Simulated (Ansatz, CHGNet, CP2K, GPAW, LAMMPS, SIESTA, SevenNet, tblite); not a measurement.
# What went wrong? SIESTA on annealed particle of LiCl with 30 % Na on Li sites (108 atoms)

Program: SIESTA 5.4.2, a calculation on a cell of 54 Cl, 16 Na and 38 Li, with vacuum.

File input.fdf:

```
SystemLabel cell
NumberOfAtoms 108
NumberOfSpecies 3
%block ChemicalSpeciesLabel
  1 17 Cl
  2 11 Na
  3 3 Li
%endblock ChemicalSpeciesLabel
LatticeConstant 1.0 Ang
%block LatticeVectors
  24.97242 0.00000 0.00000
  0.00000 24.62796 0.00000
  0.00000 0.00000 24.94686
%endblock LatticeVectors
PAO.BasisSize DZP
PAO.EnergyShift 0.01 Ry
PAO.Polarization.NonPerturbative T
XC.Functional GGA
XC.Authors PBE
MeshCutoff 500
%block kgrid_Monkhorst_Pack
  1 0 0 0.0
  0 1 0 0.0
  0 0 1 0.0
%endblock kgrid_Monkhorst_Pack
SolutionMethod diagon
OccupationFunction FD
ElectronicTemperature 580 K
SCF.Mixer.Method Pulay
SCF.Mixer.Weight 0.05
SCF.Mixer.History 8
SCF.Mix Hamiltonian
MaxSCFIterations 60
SCF.DM.Tolerance 1e-04
SCF.H.Tolerance 1.0e-3 eV
WriteForces T
Write.HirshfeldPop T
Write.VoronoiPop T
Write.DM F
Write.H F
XML.Write F
AtomicCoordinatesFormat Fractional
%block AtomicCoordinatesAndAtomicSpecies
  0.34133 0.70796 0.37470 1
  0.42360 0.79849 0.55330 1
  0.36901 0.75480 0.47227 2
  0.58695 0.72436 0.49329 1
  0.37833 0.45655 0.47145 3
  0.69896 0.71601 0.44933 2
  0.31628 0.68203 0.53853 1
  0.24626 0.50485 0.28322 3
  0.25231 0.41306 0.31825 1
  0.29061 0.62895 0.43574 2
[... 94 atom lines left out ...]
  0.66946 0.21745 0.42095 3
  0.68795 0.30112 0.47524 1
  0.62069 0.26448 0.34331 1
  0.62316 0.36040 0.41186 2
%endblock AtomicCoordinatesAndAtomicSpecies
```

Run with:

```sh
$ OMP_NUM_THREADS=1 mpirun -np 2 siesta < input.fdf > output.txt
```

What it wrote:

```text
Version         : 5.4.2
reinit: System Name:
reinit: System Label: cell
initatom: Reading input for the pseudopotentials and atomic orbitals ----------
Species number:   1 Atomic number:   17 Label: Cl
Species number:   2 Atomic number:   11 Label: Na
Species number:   3 Atomic number:    3 Label: Li
Ground state valence configuration (from tables):   3s02  3p05  3d00  4f00
Ground state valence configuration (from tables):   3s01  3p00  3d00  4f00
Ground state valence configuration (from tables):   2s01  2p00  3d00  4f00
---- Processing specs for species: Cl
GGA--PBE XC_GGA_X_PBE--XC_GGA_C_PBE pb
---- Processing specs for species: Na
GGA--PBE XC_GGA_X_PBE--XC_GGA_C_PBE pb
Semicore shell(s) with  8 electrons included in the valence for Na
---- Processing specs for species: Li
GGA--PBE XC_GGA_X_PBE--XC_GGA_C_PBE pb
Semicore shell(s) with  2 electrons included in the valence for Li
Semicore shell(s): 2s 2p
Fallback to non-perturbative polarization scheme for Na
Please see the manual if this is not desired in principle
Semicore shell(s): 1s
Cl pseudopotential only contains V_ls up to l=2 -- lmxkb reset.
Na pseudopotential only contains V_ls up to l=1 -- lmxkb reset.
Li pseudopotential only contains V_ls up to l=1 -- lmxkb reset.
Using PAO.SplitTailNorm
%block ChemicalSpeciesLabel
    1   17 Cl                      # Species index, atomic number, species label
    2   11 Na                      # Species index, atomic number, species label
    3    3 Li                      # Species index, atomic number, species label
%endblock ChemicalSpeciesLabel
%block PAO.Basis                 # Define Basis set
Cl                    3                    # Species label, number of l-shells
 n=3   0   2                         # n, l, Nzeta
   4.114      2.819
   1.000      1.000
 n=3   1   2                         # n, l, Nzeta
   5.047      3.483
[...]
n=3   2   1                         # n, l, Nzeta
   5.047
   1.000
Na                    4                    # Species label, number of l-shells
[...]
2.609
[...]
Li                    3                    # Species label, number of l-shells
[...]
n=2   0   2                         # n, l, Nzeta
   8.986      6.783
   1.000      1.000
 n=2   1   1                         # n, l, Nzeta
   8.986
   1.000
%endblock PAO.Basis
coor:   Atomic-coordinates input format  =     Fractional
siesta: System type = molecule
*************************************************************
ERROR
FDF module: fdf_physical:  no unit specified for MeshCutoff
     File: fdf.F90
     Line:  2144
*************************************************************
STOP Stopping Program
initatomlists: Number of atoms, orbitals, and projectors:    108  1074  1404
siesta: ******************** Simulation parameters ****************************
*************************************************************
ERROR
FDF module: fdf_physical:  no unit specified for MeshCutoff
     File: fdf.F90
     Line:  2144
*************************************************************
Note: The following floating-point exceptions are signalling: IEEE_INVALID_FLAG IEEE_OVERFLOW_FLAG
STOP Stopping Program
```

Elapsed: 1 s, on 2 MPI ranks of Arm Neoverse V2, shared host; peak memory 1.3 GiB.

Banners, paths, timers and routine set-up lines are dropped from the logs unmarked, and long logs keep their key lines alone; longer cuts are marked.

**Question.** Which part of the input is at fault, and how is it mended?

A unit left out: MeshCutoff 500 Ry written as MeshCutoff 500. Mend: write MeshCutoff 500 Ry in place of MeshCutoff 500.

The program stopped at the start.

[Also dropped from logs without a mark: logging warnings of Python, and SIESTA's first energy breakdown and zero terms.]

[Logs are printed without paths, hosts, clocks, repeated set-up lines and the standing remarks that a program may print on its own settings, such as how far it seeks lower states.]

[Hosts, paths, dates, database ids (printed as entryN), source tags and the programs' standing remarks are cut or masked in the printed files.]
